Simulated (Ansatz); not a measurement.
# Converging the field response of a NaCl (001) film, part 2 of 2

Aim: a convergence study of the equivalent conductor thickness of a NaCl (001) film, with the cost of each setting.

Ansatz 0.2.0; plane-wave DFT, PBE, Ansatz PAW (the session's first sound run).

So far, equivalent conductor thickness p/(ε₀AE) (Å): step 2 (single point, setting first choice) 8.78; step 15 (single point, box 29.3 Å (run 5)) 8.79; step 16 (run, box 29.3 Å (run 6)) 8.78; step 17 (run, box 29.3 Å (run 7)) 8.78; step 18 (run, box 29.3 Å (run 8)) 8.78.

## 19. Single point, box 29.3 Å (run 6)

This step: plane-wave DFT, LDA, Ansatz PAW (Ansatz 0.2.0).

input.yaml

```yaml
crystal:
  lattice:
    - [3.98808225, 0.0, 0.0]
    - [0.0, 3.98808225, 0.0]
    - [0.0, 0.0, 29.28]
  atoms:
    - { symbol: Na, position: [0.5, 0.5, 0.3073770492] }
    - { symbol: Cl, position: [0.0, 0.0, 0.3073770492] }
    - { symbol: Na, position: [0.0, 0.0, 0.4036885246] }
    - { symbol: Cl, position: [0.5, 0.5, 0.4036885246] }
    - { symbol: Na, position: [0.5, 0.5, 0.5] }
    - { symbol: Cl, position: [0.0, 0.0, 0.5] }
    - { symbol: Na, position: [0.0, 0.0, 0.5963114754] }
    - { symbol: Cl, position: [0.5, 0.5, 0.5963114754] }
    - { symbol: Na, position: [0.5, 0.5, 0.6926229508] }
    - { symbol: Cl, position: [0.0, 0.0, 0.6926229508] }
kpoints:
  mp_grid: { grid: [8, 8, 1] }
hamiltonian:
  xc: lda
scf:
  occupations: { method: fixed }
  convergence: { dr2_threshold: 1.0e-10 }
efield:
  axis: 3
  dipole_correction: true
  ramp_position: 0.97
  ramp_width: 0.06
  amplitude: 0.1
output:
  write_potential: true
  write_density: true
  volumetric_format: npy
```

Launch:

```
$ ansatz run input.yaml --threads 4 --pin off --max-ram 6144MiB --backend cpu --events-out ev --progress --plain --runs-dir out
```

Wall time 4.6 s (4 threads of Intel Xeon 6975P-C (Granite Rapids), shared host); peak memory 0.98 GiB; 17 s of CPU time.

The dipole corresponds to a conductor 8.945 Å thick, +1.84 % from the first choice, at 0.90 times its CPU time.

## 20. Single point, box 29.3 Å (run 7)

This step: plane-wave DFT, r2SCAN, Ansatz PAW (Ansatz 0.2.0).

Changes to input.yaml since step 19:

```diff
@@ -19,3 +19,3 @@
 hamiltonian:
-  xc: lda
+  xc: r2scan
 scf:
```

The job ended after 12 s (4 threads; peak memory 1.7 GiB).

The dipole corresponds to a conductor 8.525 Å thick, -2.94 % from the first choice, at 2.5 times its CPU time.

## 21. Run, box 29.3 Å (run 9)

This step: plane-wave DFT, PBE, norm-conserving (Ansatz 0.2.0).

Changes to input.yaml since step 20:

```diff
@@ -19,3 +19,4 @@
 hamiltonian:
-  xc: r2scan
+  xc: pbe
+  pseudopotentials: { kind: nc }
 scf:
```

Run time: 25 s. Hardware: 4 threads; peak memory 3.4 GiB; 97 s of CPU time.

The dipole corresponds to a conductor 8.797 Å thick, +0.16 % from the first choice, at 5.0 times its CPU time.

## 22. Run, box 29.3 Å (run 10)

This step: plane-wave DFT, PBE, JTH PAW (Ansatz 0.2.0).

Changes to input.yaml since step 21:

```diff
@@ -20,3 +20,3 @@
   xc: pbe
-  pseudopotentials: { kind: nc }
+  pseudopotentials: { kind: paw, source: jth }
 scf:
```

Run time: 41 s. Hardware: 4 threads; peak memory 4.5 GiB.

The dipole corresponds to a conductor 8.769 Å thick, -0.16 % from the first choice, at 8.3 times its CPU time.

## 23. The series together

Times are for 4 threads of Intel Xeon 6975P-C (Granite Rapids), shared host. Results by setting:

```
no.                         setting  equivalent conductor thickness p/(ε₀AE) (Å)    time  memory (GiB)
  1                    first choice                                        8.783   6.2 s          0.98
  2                   cutoff 250 eV                                        8.787   2.4 s          0.64
  3                   cutoff 330 eV                                        8.783   3.9 s          0.79
  4                   cutoff 600 eV                                        8.782   9.2 s           1.5
  5                        mesh 1x1                                        9.729  0.71 s          0.44
  6                        mesh 2x2                                        8.868   1.1 s          0.67
  7                        mesh 4x4                                        8.784   2.2 s          0.79
  8                      mesh 16x16                                        8.783    15 s           1.5
  9                     vacuum 10 Å                                        8.780   3.4 s          0.78
 10                     vacuum 14 Å                                        8.782   4.2 s          0.89
 11                     vacuum 26 Å                                        8.785   6.4 s           1.2
 12                 field 0.005 V/Å                                        8.783   4.9 s          0.99
 13                  field 0.03 V/Å                                        8.783   5.2 s          0.98
 14                   field 0.3 V/Å                                        8.788   4.7 s          0.98
 15          SCF threshold 1e-04 eV                                        8.780   4.2 s          0.97
 16          SCF threshold 1e-06 eV                                        8.781   4.2 s          0.98
 17          SCF threshold 1e-08 eV                                        8.783   4.6 s          0.98
 18        LDA, Ansatz PAW (420 eV)                                        8.945   4.6 s          0.98
 19     r2SCAN, Ansatz PAW (500 eV)                                        8.525    12 s           1.7
 20  PBE, norm-conserving (1197 eV)                                        8.797    25 s           3.4
 21          PBE, JTH PAW (1440 eV)                                        8.769    41 s           4.5
```

## 24. What came out

```yaml
equivalent_conductor_thickness_first_choice: 8.783 Å
equivalent_conductor_thickness_cutoff_600_ev: 8.782 Å
equivalent_conductor_thickness_mesh_1x1: 9.729 Å
equivalent_conductor_thickness_vacuum_26_a: 8.785 Å
equivalent_conductor_thickness_lda_ansatz_paw_420_ev: 8.945 Å
equivalent_conductor_thickness_r2scan_ansatz_paw_500_ev: 8.525 Å
```

What this shows: The first choice gives 8.78 Å. Numerical settings off by more than 1 % against it: mesh 1x1 (+10.8 %). The cheapest single change that stays within 0.5 % is mesh 4x4, at 40 % of the CPU time. Functionals and files move it by +1.8 % (LDA, Ansatz PAW (420 eV)), -2.9 % (r2SCAN, Ansatz PAW (500 eV)), +0.2 % (PBE, norm-conserving (1197 eV)) and -0.2 % (PBE, JTH PAW (1440 eV)). The film is symmetric and its atoms are held, so the dipole is the electronic response to the field alone. Times of a few seconds on a shared host rank the settings only roughly. In 1 run of the series (vacuum 10 Å) the program warns that electrons reach the sawtooth's ramp, which makes dipole and work function less sure.

[Long decimals in the printed logs are rounded to 6 places.]

[Logs are printed without paths, hosts, clocks, repeated set-up lines and the standing remarks that a program may print on its own settings, such as how far it seeks lower states.]

[Hosts, paths, dates, database ids (printed as entryN), source tags and the programs' standing remarks are cut or masked in the printed files.]

[Maps of the electrostatic potential energy from Ansatz leave out the sawtooth potential of an applied field or a dipole correction, so their vacuum need not be flat; planar profiles and work functions include it.]
